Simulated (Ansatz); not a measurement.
## Where N_i (6-fold void) puts its levels in the gap of Y4S3N2 (C2/m)

Wanted: the transition levels of a self-interstitial in Y4S3N2 (C2/m), from a cell of 54 host atoms with 1 N put in.

Calculated with Ansatz 0.2.0; place-levels on PBEsol runs: charge-transition levels and formation energies with image-charge correction and potential alignment at the atomic sites.

## (1) The starting structure

The cell holds 55 atoms: 24 Y, 18 S and 13 N. Its edges and angles: a = 12.778 Å, b = 11.374 Å, c = 9.763 Å, α = 90.0°, β = 128.5°, γ = 90.0°. It derives from Y4S3N2 (space group C2/m). Nearest the centre at fractional (0.500, 0.635, 0.500): N55 at 0.00 Å, Y38 at 2.69 Å, Y39 at 2.69 Å, S31 at 2.70 Å, S30 at 2.70 Å, N52 at 2.91 Å, N53 at 2.91 Å, Y44 at 3.06 Å.

Structure file:

```xyz
55
Lattice="12.7781 0.0000 -0.0248 0.0000 11.3745 0.0000 -6.0606 0.0000 7.6537" Properties=species:S:1:pos:R:3 pbc="T T T"
Y    -0.6153    1.8957    4.9602
Y     5.7738    0.0000    4.9478
Y     0.9438    0.0000    2.6811
Y     7.3328    1.8957    2.6687
Y     4.6955    0.0000    1.0893
Y    11.0845    1.8957    1.0769
Y    -4.3670    1.8957    6.5520
Y     2.0220    0.0000    6.5396
S     0.0000    0.0000    0.0000
S     6.3891    1.8957   -0.0124
S    -2.5264    0.0000    5.9982
S     3.8626    1.8957    5.9858
S     2.8549    1.8957    1.6431
S     9.2440    0.0000    1.6307
N    -0.3467    1.8957    2.7567
N     6.0423    0.0000    2.7443
N     0.6752    0.0000    4.8846
N     7.0643    1.8957    4.8722
Y    -0.6153    5.6872    4.9602
Y     5.7738    3.7915    4.9478
Y     0.9438    3.7915    2.6811
Y     7.3328    5.6872    2.6687
Y     4.6955    3.7915    1.0893
Y    11.0845    5.6872    1.0769
Y    -4.3670    5.6872    6.5520
Y     2.0220    3.7915    6.5396
S     0.0000    3.7915    0.0000
S     6.3891    5.6872   -0.0124
S    -2.5264    3.7915    5.9982
S     3.8626    5.6872    5.9858
S     2.8549    5.6872    1.6431
S     9.2440    3.7915    1.6307
N    -0.3467    5.6872    2.7567
N     6.0423    3.7915    2.7443
N     0.6752    3.7915    4.8846
N     7.0643    5.6872    4.8722
Y    -0.6153    9.4787    4.9602
Y     5.7738    7.5830    4.9478
Y     0.9438    7.5830    2.6811
Y     7.3328    9.4787    2.6687
Y     4.6955    7.5830    1.0893
Y    11.0845    9.4787    1.0769
Y    -4.3670    9.4787    6.5520
Y     2.0220    7.5830    6.5396
S     0.0000    7.5830    0.0000
S     6.3891    9.4787   -0.0124
S    -2.5264    7.5830    5.9982
S     3.8626    9.4787    5.9858
S     2.8549    9.4787    1.6431
S     9.2440    7.5830    1.6307
N    -0.3467    9.4787    2.7567
N     6.0423    7.5830    2.7443
N     0.6752    7.5830    4.8846
N     7.0643    9.4787    4.8722
N     3.3588    7.2195    3.8145
```

Screening for the image-charge correction: ε∞ = (6.75, 7.00, 6.49), ε0 = principal values (12.97, 15.04, 17.01), from a response run on this crystal (DFPT, PBEsol) at that run's own cell.

The cell's shortest repeat is 9.8 Å.

## (2) What was run first

Levels follow from differences of total energies between charge states, each relaxed by itself.

Random displacements of about 0.05 Å break the site symmetry at the start, so that the relaxation can reach a distorted minimum if there is one. Forces are taken at one point at (¼, ¼, ¼). The cell holds 3 electrons more than the neutral one, with a uniform background that keeps it neutral on the whole.

The sampling was tested on the host first: at the k-points planned (1x1x1 shifted 0.25 0.25 0.25) its energy lies 0.005 eV an atom from the dense-mesh value, under the bound of 0.02 eV set for this test; that bounds the host's error, not the defect's.

One state's input; the others differ in charge, spin, start and seed, and in occupations where the table says so.

File qm3.relax/input.yaml:

```yaml
crystal:
  lattice:
    - [12.7781342, 0.0, -0.02476512]
    - [0.0, 3.79148885, 0.0]
    - [-6.06062452, 0.0, 7.65368019]
  atoms:
    - { symbol: "Y", position: [0.25962613, 0.5, 0.64891759] }
    - { symbol: "Y", position: [0.75962613, 0.0, 0.64891759] }
    - { symbol: "Y", position: [0.24037387, 0.0, 0.35108241] }
    - { symbol: "Y", position: [0.74037387, 0.5, 0.35108241] }
    - { symbol: "Y", position: [0.43563346, 0.0, 0.14373379] }
    - { symbol: "Y", position: [0.93563346, 0.5, 0.14373379] }
    - { symbol: "Y", position: [0.06436654, 0.5, 0.85626621] }
    - { symbol: "Y", position: [0.56436654, 0.0, 0.85626621] }
    - { symbol: S, position: [0.0, 0.0, 0.0] }
    - { symbol: S, position: [0.5, 0.5, 0.0] }
    - { symbol: S, position: [0.17425596, 0.0, 0.78426089] }
    - { symbol: S, position: [0.67425596, 0.5, 0.78426089] }
    - { symbol: S, position: [0.32574404, 0.5, 0.21573911] }
    - { symbol: S, position: [0.82574404, 0.0, 0.21573911] }
    - { symbol: "N", position: [0.14391518, 0.5, 0.36064226] }
    - { symbol: "N", position: [0.64391518, 0.0, 0.36064226] }
    - { symbol: "N", position: [0.35608482, 0.0, 0.63935774] }
    - { symbol: "N", position: [0.85608482, 0.5, 0.63935774] }
  supercell: [1, 3, 1]
  defects: [{ interstitial: { symbol: "N", position: [0.5, 0.634715, 0.5] } }]
total_charge: -3
basis:
  ecutwfc: 420
  xc_grid: 2
hamiltonian:
  xc: pbesol
kpoints:
  mp_grid: { grid: [1, 1, 1], shift: [0.25, 0.25, 0.25] }
scf:
  occupations: { method: fixed }
  max_iter: 60
output:
  forces: true
  charged_corrections:
    epsilon: [6.75, 7.0, 6.49]
    static_epsilon: [[14.06, 0.0, 1.03], [0.0, 17.01, 0.0], [1.03, 0.0, 13.95]]
relax:
  f_tol: 0.02
  max_steps: 80
  random_displacement: { amplitude: 0.05, seed: 3530 }
checkpoint:
  write: "../qm3.relax.run"
  compress: false
  write_wavefunctions: true
  write_every: 100000
```

Launch:

```sh
$ ansatz run input.yaml --threads 8 --pin off --max-ram 14131MiB --backend cpu --events-out ev --progress --plain --runs-dir out
```

The relaxed structure is kept and the sampling changed to a 2×2×2 shifted mesh.

The run of this state that the levels use, under PBEsol:

File qm3.point/input.yaml:

```yaml
crystal:
  checkpoint: "../qm3.relax.run"
  host: checkpoint
total_charge: -3
basis:
  ecutwfc: 420
  xc_grid: 2
hamiltonian:
  xc: pbesol
kpoints:
  mp_grid: { grid: [2, 2, 2], shift: [0.5, 0.5, 0.5] }
scf:
  occupations: { method: fermi_dirac, width: 0.01 }
  max_iter: 60
output:
  forces: true
  eigenvalues: true
  charged_corrections:
    epsilon: [6.75, 7.0, 6.49]
    static_epsilon: [[14.06, 0.0, 1.03], [0.0, 17.01, 0.0], [1.03, 0.0, 13.95]]
    defect_position: [0.5, 0.634715, 0.5]
  eigenstates: { localisation: true }
  populations: true
checkpoint:
  read: "../qm3.relax.run"
  write: "../qm3.point.run"
  compress: false
  write_wavefunctions: false
  write_every: 100000
```

Relaxations under PBEsol at one point at (¼, ¼, ¼); times on 8 threads of Intel Xeon 6975P-C (Granite Rapids), shared host:

```csv
charge,moment (μB),occupations,outcome,steps,largest displacement against the far atoms (Å),time
−3,0,fixed,converged,9,0.82,45 s
−3,2,fixed,converged,7,0.54,57 s
−2,1,fixed,converged,8,0.54,66 s
−1,0,fixed,converged,15,1.50,66 s
−1,2,fixed,converged,7,0.43,67 s
0,1,fixed,converged,14,1.18,2.5 min
+1,0,fixed,converged,13,0.77,59 s
+1,2,fixed,converged,7,0.51,75 s
```

Single points under PBEsol at a 2×2×2 shifted mesh; times on 8 threads of Intel Xeon 6975P-C (Granite Rapids), shared host:

```
charge  moment (μB)  occupations    outcome  time
    −3            0  fermi-dirac  converged  25 s
    −3            2  fermi-dirac  converged  51 s
    −2            1  fermi-dirac  converged  52 s
    −1            0  fermi-dirac  converged  25 s
    −1            2  fermi-dirac  converged  61 s
     0            1  fermi-dirac  converged  56 s
    +1            0  fermi-dirac  converged  25 s
    +1            2  fermi-dirac  converged  75 s
```

Distances (Å) from N55 to the nearest atoms after relaxation with PBEsol:

| charge | moment (μB) | 1. | 2. | 3. | 4. | 5. | 6. |
| --- | --- | --- | --- | --- | --- | --- | --- |
| −3 | 0 | Y 2.21 | Y 2.21 | Y 2.49 | Y 2.49 | N 3.06 | N 3.06 |
| −3 | 2 | Y 2.48 | Y 2.48 | Y 2.50 | Y 2.50 | N 3.06 | N 3.06 |
| −2 | 1 | Y 2.47 | Y 2.48 | Y 2.49 | Y 2.50 | N 3.07 | N 3.07 |
| −1 | 0 | S 1.71 | Y 2.21 | Y 2.27 | S 3.03 | N 3.10 | Y 3.35 |
| −1 | 2 | Y 2.43 | Y 2.54 | Y 2.56 | S 2.89 | S 2.90 | N 3.02 |
| 0 | 1 | S 1.66 | Y 2.28 | Y 2.34 | S 2.94 | N 3.09 | Y 3.45 |
| +1 | 0 | S 1.77 | S 1.77 | Y 2.67 | Y 2.73 | Y 3.17 | N 3.19 |
| +1 | 2 | Y 2.54 | Y 2.58 | Y 2.60 | N 2.71 | S 2.85 | S 2.87 |

[end of part 1 of 2]

[Logs are printed without paths, hosts, clocks, repeated set-up lines and the standing remarks that a program may print on its own settings, such as how far it seeks lower states.]

[Hosts, paths, dates, database ids (printed as entryN), source tags and the programs' standing remarks are cut or masked in the printed files.]

[Where a table of states has a column of steps, it counts the stored structures, which are thinned; the runs took as many ionic steps or more.]

[A defect's name tells the site on which it was built; relaxed atoms can leave that site.]

[For some hosts the program warned that the k-mesh of the response run may be too coarse for force constants and the static dielectric constant; such warnings are not shown here.]
